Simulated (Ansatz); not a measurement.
# LiF (Griceite, Fm-3m): from the cell to its phonons, part 2 of 3

Wanted: phonon frequencies of LiF (Griceite, Fm-3m) and what follows from them.

Ansatz 0.2.0; DFT LDA, scalar-relativistic, plane waves, PAW.

So far. Step 4 (Relaxing to small forces for the phonons): The forces vanish by symmetry and the pressure is -0.005 GPa, within the tolerances set. The cell now holds 7.47 Å³/atom. The relaxed cell has a = 3.909 Å (conventional setting).

## (5) Linear response at the zone centre

The zone centre comes first: it holds the modes that light can see, as far as symmetry allows. The response to a homogeneous field gives the Born charges and the dielectric tensor.

Contents of input.yaml:

```yaml
crystal:
  lattice:
    - [0.0, 1.9544544205, 1.9544544205]
    - [1.9544544205, 0.0, 1.9544544205]
    - [1.9544544205, 1.9544544205, 0.0]
  atoms:
    - { symbol: Li, position: [0.0, 0.0, 0.0] }
    - { symbol: F, position: [0.5, 0.5, 0.5] }
kpoints:
  mp_grid: { grid: [12, 12, 12] }
hamiltonian:
  xc: lda
scf:
  occupations: { method: fixed }
output:
  eigenvalues: true
phonons:
  method: dfpt
  dielectric: true
  rigid_motions: translations
```

Launch:

```
ansatz run input.yaml --threads 4 --pin off --max-ram 7168MiB --backend cpu --events-out ev --progress --plain --runs-dir out
```

Numbers of over 12 decimals in the logs are rounded to 6 here.

The log of the run:

```text
[...]
Crystal: 2 atoms, lattice volume = 14.932 Å³
Basis set: ecut = 420 eV, 283 PW (Γ), exchange–correlation on 40×40×40 points (8 copies of the dense FFT grid, shifted against one another)
Bands: 9, of which v1, the nominal top of the filled ones, is band 5 counted from 1 (4 counted from 0)
Symmetry: 48 space group operations
k-points: 163 of 1728 (irreducible under 8 space group operations, time reversal used)
[...]
SCF iter   1: F=—  HF=-998.718459 eV  |F-HF|=—  |Δ(HF+E_count)|=         —  Δρ=2.23e-2  dr2=4.96e-2  ethr=1.77e-3  ⟨swp⟩=3.9  Hψ=7997  notcnv=0  defer=293
[...]
SCF iter   7: F=-998.696941 eV  HF=-998.696941 eV  |F-HF|=1.93e-12  |Δ(HF+E_count)|=  2.69e-10  Δρ=2.14e-7  dr2=3.15e-12  ethr=1.00e-12  ⟨swp⟩=5.9  Hψ=6875  notcnv=0
SCF 1 converged in 7 iterations: F = -998.696941 eV  dr2 = 3.15e-12
[...]
NSCF: frozen V_eff on 1 k-points
DFPT response loops at Γ: preconditioner auto → none (the input reference at scf.mixing.eps_inf says where Resta's filter doesn't serve); β = 0.50; Broyden in place of MSR1
SCF converged after 7 iterations
Free energy (F): -998.696941 eV
[...]
Internal energy: -998.696941 eV  (E = F + TS)
E sigma→0 (E₀):  -998.696941 eV
Fermi energy:    1.350765 eV
[...]
--- Band table (eV; the first three rows and the last of 163) ---
[...]
--- Phonons (Γ-DFPT): 2 representative perturbations + reference, on 163 of 1728 k-points (Σ response iterations 7) ---
  k mesh reduced under 8 symmetry operations, with k and −k counted as one. Each operation leaves every solved perturbation unchanged. A smaller set is not considered because the run solves the response to a homogeneous field
  ASR residual: 8.117e-5 → 0.000e0 eV/Å²; symmetrization residual: 5.578e-7 eV/Å²
  ASR residual per site (eV/Å²): 1.98e-5 8.12e-5
  Γ frequencies (cm⁻¹): 0.00 0.00 0.00 339.20 339.20 339.20
  ε∞ (high-frequency dielectric tensor):
        2.118236    -0.000000    -0.000000
        0.000000     2.118236    -0.000000
       -0.000000     0.000000     2.118236
  ε⁰ (static dielectric tensor: ions relaxed, cell fixed):
        8.219012    -0.000000    -0.000000
        0.000000     8.219012    -0.000000
       -0.000000    -0.000000     8.219012
  ε⁰ − ε∞ (ionic part):
        6.100776     0.000000    -0.000000
        0.000000     6.100776    -0.000000
       -0.000000    -0.000000     6.100776
  softest optical mode at Γ: 339.20 cm⁻¹; the repairs (sum rule, projections) moved no ω² at Γ by more than (1.14 cm⁻¹)²
  Born effective charges Z* (e; rows j = field, columns β = displacement):
    site 0:
         1.04054    0.00000   -0.00000
        -0.00000    1.04054    0.00000
         0.00000    0.00000    1.04054
    site 1:
        -1.04054   -0.00000    0.00000
         0.00000   -1.04054   -0.00000
         0.00000   -0.00000   -1.04054
  Z* charge neutrality: 8.120e-7 e pre-enforcement
  k-mesh period / interband length: 33.2 Å / 0.79 Å = 42.01 at k = (0.0000, 0.0000, -0.5000), direct gap 11.135 eV — 14 or more, which is no proof of convergence
  optical modes at Γ without the LO–TO term, one row a degenerate level:
      ω (cm⁻¹)  modes    IR ((D/Å)²/amu)
        339.20      3            14.7423
  optical modes at Γ + LO–TO along q̂ = [1.0000, 0.0000, 0.0000]:
      ω (cm⁻¹)  modes    IR ((D/Å)²/amu)
        339.20      2             9.8282
        668.16      1             4.9141
  optical modes at Γ + LO–TO along q̂ = [0.0000, 1.0000, 0.0000]:
      ω (cm⁻¹)  modes    IR ((D/Å)²/amu)
        339.20      2             9.8282
        668.16      1             4.9141
  optical modes at Γ + LO–TO along q̂ = [0.0000, 0.0000, 1.0000]:
      ω (cm⁻¹)  modes    IR ((D/Å)²/amu)
        339.20      2             9.8282
        668.16      1             4.9141
```

Run time: 4 s. Hardware: 4 threads of Arm Neoverse V1, shared host; peak memory 0.34 GiB.

Numbers from this step:

- sum-rule residual before enforcement: 8.12e-5 eV/Å²
- miss of the charge sum rule: 8.12e-7 e
- point group: m-3m
- highest optical mode at the zone centre (no LO-TO term): 339.2 cm⁻¹
- lowest optical zone-centre mode: 339.2 cm⁻¹
- mean high-frequency dielectric constant: 2.118
- largest Born charge (third of the trace): 1.040 e
- mean static dielectric constant: 8.219
- top of the zone-centre spectrum with the field: 668.2 cm⁻¹

Without the LO-TO term. Patterns of degenerate modes are one choice out of their space. Modes at Γ, with each element's share of the kinetic energy:

| mode | frequency (cm⁻¹) | symmetry | Li % | F % |
| --- | --- | --- | --- | --- |
| 1 | 0.0 | acoustic | 27 | 73 |
| 2 | 0.0 | acoustic | 27 | 73 |
| 3 | 0.0 | acoustic | 27 | 73 |
| 4 | 339.2 | T1u | 73 | 27 |
| 5 | 339.2 | T1u | 73 | 27 |
| 6 | 339.2 | T1u | 73 | 27 |

Displacements in mode 6 (339.2 cm⁻¹), the largest set to 1:
```
Li1  0.00  1.00  0.00
F2   0.00 -0.37  0.00
```

Optical modes at the zone centre, without and with the macroscopic field of the longitudinal modes; each column is sorted by frequency, so a row need not hold one and the same mode. Modes with and without the field, by row:

| rank among optical modes | no field (cm⁻¹) | q along (1, 0, 0) (cm⁻¹) |
| --- | --- | --- |
| 1 | 339.2 | 339.2 |
| 2 | 339.2 | 339.2 |
| 3 | 339.2 | 668.2 |

Born charge (rows field, columns displacement) (e), principal values of the symmetric part by kind of site:

| atom | atoms with these values | low | middle | high | mean |
| --- | --- | --- | --- | --- | --- |
| Li1 | 1 | 1.04 | 1.04 | 1.04 | 1.04 |
| F2 | 1 | -1.04 | -1.04 | -1.04 | -1.04 |

In full for Li1:

```
1.04 0.00 0.00
0.00 1.04 0.00
0.00 0.00 1.04
```

High-frequency dielectric tensor:

```
2.12 0.00 0.00
0.00 2.12 0.00
0.00 0.00 2.12
```

Static dielectric tensor (ions relaxed, fixed cell):

```
8.22 0.00 0.00
0.00 8.22 0.00
0.00 0.00 8.22
```

Transverse modes. Lines of the infrared spectrum (strongest = 100):

| position (cm⁻¹) | label | relative intensity |
| --- | --- | --- |
| 339 | T1u | 100 |

Before it was imposed, the acoustic sum rule was missed by 8.1e-5 eV/Å² and the charge sum rule by 8.1e-7 e. Small misses are needed for a sound result but don't prove that mesh and cutoff are converged. The lowest optical mode is real, 339 cm⁻¹.

## (6) The dispersion

Stability and thermal properties need the whole zone. Linear response on a 4×4×4 q mesh gives force constants as far as a supercell of that size would, and the tensors from the zone-centre run are typed in so that the long-range dipole term is interpolated apart.

input.yaml, the sections that differ from step 5:

```yaml
phonons:
  method: dfpt
  qmesh: [4, 4, 4]
  temperatures: { t_max: 1000, t_step: 50 }
  qpath:
    path:
      - [[0.0, 0.0, 0.0], [0.5, 0.0, 0.5], [0.625, 0.25, 0.625]]
      - [[0.375, 0.375, 0.75], [0.0, 0.0, 0.0], [0.5, 0.5, 0.5], [0.5, 0.25, 0.75], [0.5, 0.0, 0.5]]
    npoints: 10
  non_analytic_term:
    high_frequency_dielectric_tensor: [[2.1182, 0.0, 0.0], [0.0, 2.1182, 0.0], [0.0, 0.0, 2.1182]]
    born_effective_charges:
      - { species: Li, tensor: [[1.0405, 0.0, 0.0], [0.0, 1.0405, 0.0], [0.0, 0.0, 1.0405]] }
      - { species: F, tensor: [[-1.0405, 0.0, 0.0], [0.0, -1.0405, 0.0], [0.0, 0.0, -1.0405]] }
    source: "zone-centre run at this cell"
# crystal, kpoints, hamiltonian, scf, output: as in step 5
```

The log of the run:

```text
[...]
Crystal: 2 atoms, lattice volume = 14.932 Å³
Basis set: ecut = 420 eV, 283 PW (Γ), exchange–correlation on 40×40×40 points (8 copies of the dense FFT grid, shifted against one another)
Bands: 9, of which v1, the nominal top of the filled ones, is band 5 counted from 1 (4 counted from 0)
Symmetry: 48 space group operations
k-points: 72 of 1728
[...]
SCF iter   1: F=—  HF=-998.718436 eV  |F-HF|=—  |Δ(HF+E_count)|=         —  Δρ=2.24e-2  dr2=5.00e-2  ethr=1.77e-3  ⟨swp⟩=3.9  Hψ=3520  notcnv=0  defer=122
[...]
SCF iter   7: F=-998.696941 eV  HF=-998.696941 eV  |F-HF|=2.05e-12  |Δ(HF+E_count)|=  2.01e-10  Δρ=2.13e-7  dr2=2.94e-12  ethr=1.00e-12  ⟨swp⟩=5.8  Hψ=2936  notcnv=0
SCF 1 converged in 7 iterations: F = -998.696941 eV  dr2 = 2.94e-12
[...]
DFPT response loops at q = (0, 0, 0) (fractional): preconditioner auto → none (the input reference at scf.mixing.eps_inf says where Resta's filter doesn't serve); β = 0.50; Broyden in place of MSR1
[...]
SCF converged after 7 iterations
Free energy (F): -998.696941 eV
[...]
Internal energy: -998.696941 eV  (E = F + TS)
E sigma→0 (E₀):  -998.696941 eV
Fermi energy:    1.350765 eV
[...]
--- Band table (eV; the first three rows and the last of 72) ---
[...]
--- Phonons (Γ-DFPT): 2 representative perturbations + reference (Σ response iterations 7) ---
  ASR residual: 7.296e-5 → 0.000e0 eV/Å²; symmetrization residual: 5.891e-7 eV/Å²
  ASR residual per site (eV/Å²): 1.68e-5 7.30e-5
  Γ frequencies (cm⁻¹): 0.00 0.00 0.00 339.20 339.20 339.20
--- Phonons (arbitrary-q DFPT): 8 irreducible q on the 4×4×4 mesh ---
  q = [0.0000, 0.0000, 0.0000] (star 1, of the zone-centre solve; hermiticity 5.48e-7, symmetrization 1.05e-13): -0.00 0.00 0.00 339.20 339.20 339.20
  q = [0.0000, 0.0000, 0.2500] (star 8, 2 solved perturbations on 936 of 1728 k-point pairs; hermiticity 7.83e-8, symmetrization 1.35e-13): 154.07 154.07 269.06 333.08 333.08 651.42
[...]
q = [0.0000, 0.2500, 0.2500] (star 6, 4 solved perturbations in 1608 linear systems a pass and spin channel, the states on 510 of 1728 k-point pairs; hermiticity 3.33e-8, symmetrization 5.21e-14): 183.32 183.32 279.08 357.87 357.87 577.93
[...]
sum rule: each row above includes the acoustic sum rule's correction from the zone centre's row sums; it moved no ω² by more than (1.02 cm⁻¹)²
  mesh force constants: q→R imaginary residual 1.44e-18; ASR residual 7.296e-5 → 0.000e0 eV/Å²; symmetrization residual 1.776e-15 eV/Å²
  interpolated dispersion: 63 rows × 6 modes
  density of states and harmonic sums: on the 28×28×28 q-mesh, interpolated from the force constants of a 4×4×4 supercell (with the dipole–dipole term of supplied tensors)
  largest difference from the sums on the solved wave vectors: F 8.28e-3 eV, S 1.24e-5 and C_V 3.95e-6 eV/K
  zero-point energy: 0.129137 eV/cell   skipped modes (ω ≤ 0): 3   left out of the sums: 2.28e-5 of the cell's modes: C_V's classical limit lies that fraction below 3 k_B per atom; for a crystal, a wire or a layer, F and S can be off by more, and a phonons.interpolated_qmesh denser along its periods is the remedy for the sampling
```

It took 37 s on 4 threads; peak memory 0.81 GiB.

This step gave:

* sum-rule residual before enforcement: 7.30e-5 eV/Å²
* lowest frequency on the path: 0 cm⁻¹
* highest frequency on the path or at a solved wavevector: 668.1 cm⁻¹
* mean frequency: 347.2 cm⁻¹
* Debye temperature (second moment): 679 K
* logarithmic mean frequency: 328 cm⁻¹
* lowest mode on the q mesh (acoustic modes at Γ apart): 154.1 cm⁻¹
* zero-point energy per atom: 64.57 meV
* heat capacity at 300 K: 19.71 J/(mol atoms K)
* vibrational entropy at 300 K: 16.53 J/(mol atoms K)

Frequencies (cm⁻¹) solved at each irreducible wavevector; negative means imaginary. Frequencies by wavevector, by row:

| q in reciprocal lattice units | star | mode 1 | mode 2 | mode 3 | mode 4 | mode 5 | mode 6 |
| --- | --- | --- | --- | --- | --- | --- | --- |
| 0 0 0 | 1 | 0 | 0 | 0 | 339.2 | 339.2 | 339.2 |
| 0 0 0.25 | 8 | 154.1 | 154.1 | 269.1 | 333.1 | 333.1 | 651.4 |
| 0 0 -0.5 | 4 | 230.9 | 230.9 | 316.9 | 316.9 | 397.9 | 624.9 |
| 0 0.25 0.25 | 6 | 183.3 | 183.3 | 279.1 | 357.9 | 357.9 | 577.9 |
| 0 0.25 -0.5 | 24 | 241.1 | 288.4 | 349.1 | 360.6 | 379.6 | 528.4 |
| 0 0.25 -0.25 | 12 | 226.3 | 277.9 | 319.9 | 338 | 388.9 | 566.1 |
| 0 -0.5 -0.5 | 3 | 253.1 | 253.1 | 376 | 376.3 | 376.3 | 481.9 |
| 0.25 -0.5 -0.25 | 6 | 289.5 | 333.5 | 333.5 | 396.6 | 425.1 | 425.1 |

Interpolated from a 4×4×4 q mesh, with the LO-TO term (at Γ the limit along the path; where Γ stands inside the path, tables give the limit on arrival). Phonon branches along the path, in cm⁻¹:

| point | branch 1 | branch 2 | branch 3 | branch 4 | branch 5 | branch 6 |
| --- | --- | --- | --- | --- | --- | --- |
| Γ | 0 | 0 | 0 | 339 | 339 | 668 |
| halfway | 183 | 183 | 279 | 358 | 358 | 578 |
| X | 253 | 253 | 376 | 376 | 376 | 482 |
| halfway | 253 | 278 | 371 | 371 | 395 | 474 |
| U | 254 | 325 | 355 | 356 | 443 | 450 |
| jump to K | 254 | 325 | 355 | 356 | 443 | 450 |
| halfway | 183 | 215 | 292 | 317 | 372 | 614 |
| Γ | 0 | 0 | 0 | 339 | 339 | 668 |
| halfway | 154 | 154 | 269 | 333 | 333 | 651 |
| L | 231 | 231 | 317 | 317 | 398 | 625 |
| halfway | 251 | 287 | 339 | 374 | 376 | 543 |
| W | 290 | 334 | 334 | 397 | 425 | 425 |
| halfway | 272 | 282 | 366 | 387 | 390 | 466 |
| X | 253 | 253 | 376 | 376 | 376 | 482 |

The phonon branches as a text plot (rows in cm⁻¹):

```
    654 |***                      ************
    626 |   *                   **            *****
    599 |    **                *                   **
    571 |      *                                     *
    543 |       *            **                       *
    515 |        *          *                          *
    487 |         ******   *                            *      **
    459 |               ***                                 ***
    431 |                ***                             ***
    404 |              **   ***                 ****   ** ****
    376 |        ********      ***             *    **** *    ***
    348 |*********       ******   **********  *     ****** ***
    320 |       *        ** *********       **********  ****
    292 |      *        *    ** *                     ** *****
    264 |            *******   *            *       *****    ****
    237 |    **  ****       ***  *              ******
    209 |       *              ** **       *  **
    181 |   *  *                **        *  *
    153 |    **                  *          *
    125 |  **                     ***    * *
     97 |                           *     *
     70 | **                        **  **
     42 | *                          *  *
     14 |*                            **
         Γ           X  U|K            Γ         L        W     X
```

Tetrahedra on a 28×28×28 mesh, mean over bins of 10 cm-1. Interpolated from a 4×4×4 q mesh. The phonon density of states by wavenumber; read off at these points:

| wavenumber (cm⁻¹) | phonon density of states (1/cm⁻¹/cell) |
| --- | --- |
| 5 | 0 |
| 35 | 1.2e-4 |
| 65 | 4.7e-4 |
| 95 | 0.00109 |
| 135 | 0.0025 |
| 165 | 0.00425 |
| 195 | 0.00722 |
| 225 | 0.0145 |
| 255 | 0.0253 |
| 285 | 0.0113 |
| 315 | 0.0149 |
| 355 | 0.0467 |
| 385 | 0.0193 |
| 415 | 0.00588 |
| 445 | 0.00112 |
| 475 | 0.00553 |
| 485 | 0.00565 |
| 505 | 0.00479 |
| 535 | 0.00482 |
| 575 | 0.00508 |
| 605 | 0.00537 |
| 635 | 0.00397 |
| 665 | 9.2e-4 |

Phonopy on the run's constants, 21x21x21 mesh, Gaussian sigma 5.1 cm-1. Interpolated from a 4×4×4 q mesh. Partial phonon density of states against wavenumber; read off at these points; values in 1/cm⁻¹/cell:

| wavenumber (cm⁻¹) | F | Li |
| --- | --- | --- |
| 0.0 | 2.0e-5 | 1.0e-5 |
| 25.0 | 3.6e-5 | 1.7e-5 |
| 50.0 | 1.7e-4 | 6.0e-5 |
| 75.0 | 3.3e-4 | 1.2e-4 |
| 100.0 | 9.3e-4 | 3.1e-4 |
| 125.0 | 0.00143 | 4.5e-4 |
| 150.0 | 0.00260 | 7.6e-4 |
| 175.0 | 0.00397 | 0.00104 |
| 200.0 | 0.00628 | 0.00133 |
| 225.0 | 0.0131 | 0.00170 |
| 250.0 | 0.0224 | 0.00201 |
| 275.0 | 0.0124 | 0.00101 |
| 300.0 | 0.0097 | 8.1e-4 |
| 325.0 | 0.0106 | 0.0220 |
| 350.0 | 0.0197 | 0.0237 |
| 354.9 | 0.0222 | 0.0243 |
| 359.3 | 0.0228 | 0.0241 |
| 375.0 | 0.0114 | 0.0189 |
| 400.0 | 0.00109 | 0.00858 |
| 425.0 | 2.5e-5 | 0.00328 |
| 450.0 | 1.0e-5 | 0.00204 |
| 475.0 | 1.2e-4 | 0.00538 |
| 500.0 | 2.2e-4 | 0.00479 |
| 525.0 | 3.0e-4 | 0.00473 |
| 550.0 | 3.9e-4 | 0.00491 |
| 575.0 | 4.8e-4 | 0.00493 |
| 600.0 | 5.9e-4 | 0.00477 |
| 625.0 | 7.0e-4 | 0.00436 |
| 650.0 | 6.1e-4 | 0.00216 |
| 675.0 | 2.3e-5 | 5.8e-5 |

Second derivatives of the energy by pair, one row for each kind of neighbour of each atom listed. Each entry sums the pair over the periodic images of the supercell that the q mesh stands for, and in a polar crystal it holds the long-range dipole part too. Force constants by pair, by row:

| atom | neighbour | distance (Å) | third of the trace (eV/Å²) | along the pair's line (eV/Å²) |
| --- | --- | --- | --- | --- |
| Li1 | itself | 0 | 4.478 | – |
| Li1 | F | 1.954 | -0.6301 | -0.5435 |
| Li1 | Li | 2.764 | -0.0303 | -0.836 |
| Li1 | F | 3.385 | -0.005 | 0.3286 |
| Li1 | Li | 3.909 | -0.1056 | -0.3785 |
| Li1 | F | 4.37 | 0.0354 | 0.2158 |
| Li1 | Li | 4.787 | -0.0248 | -0.1509 |
| Li1 | Li | 5.528 | -0.0146 | -0.1602 |
| Li1 | F | 5.863 | 0.0387 | 0.079 |
| F2 | itself | 0 | 6.305 | – |
| F2 | Li | 1.954 | -0.6301 | -0.5435 |
| F2 | F | 2.764 | -0.2157 | -1.163 |
| F2 | Li | 3.385 | -0.005 | 0.3286 |
| F2 | F | 3.909 | -0.0283 | -0.2439 |
| F2 | Li | 4.37 | 0.0354 | 0.2158 |
| F2 | F | 4.787 | -0.0267 | -0.1469 |
| F2 | F | 5.528 | -0.0556 | -0.2287 |
| F2 | Li | 5.863 | 0.0387 | 0.079 |

Harmonic thermodynamic functions per atom, from the density of states. Interpolated from a 4×4×4 q mesh. Thermodynamic functions, by row:

| T (K) | F_vib (meV/atom) | S (J/mol-atom/K) | C_V (J/mol-atom/K) |
| --- | --- | --- | --- |
| 0 | 64.57 | 0 | 0 |
| 50 | 64.54 | 0.222 | 0.782 |
| 100 | 64.04 | 2.091 | 5.746 |
| 200 | 58.25 | 9.367 | 15.33 |
| 300 | 44.73 | 16.53 | 19.71 |
| 400 | 24.4 | 22.51 | 21.75 |
| 500 | -1.59 | 27.49 | 22.81 |
| 600 | -32.33 | 31.71 | 23.43 |
| 700 | -67.12 | 35.35 | 23.82 |
| 800 | -105.5 | 38.55 | 24.07 |
| 900 | -146.9 | 41.4 | 24.25 |
| 1000 | -191.2 | 43.96 | 24.38 |

Harmonic mean-square displacement, third of the trace. Interpolated from a 4×4×4 q mesh. Mean square displacements, by row:

| T (K) | Li1 U_eq (Å²) | F2 U_eq (Å²) |
| --- | --- | --- |
| 0 | 0.00657 | 0.00339 |
| 100 | 0.00692 | 0.00381 |
| 300 | 0.01054 | 0.00703 |
| 600 | 0.01838 | 0.01304 |

Symmetry leaves 8 wavevectors to solve. The lowest mode among them, the acoustic zeros apart, lies at q = (0, 0, 0.25) and is real, 154 cm⁻¹.

(Continued in part 3 of 3.)

[Logs are printed without paths, hosts, clocks, repeated set-up lines and the standing remarks that a program may print on its own settings, such as how far it seeks lower states.]

[Hosts, paths, dates, database ids (printed as entryN), source tags and the programs' standing remarks are cut or masked in the printed files.]
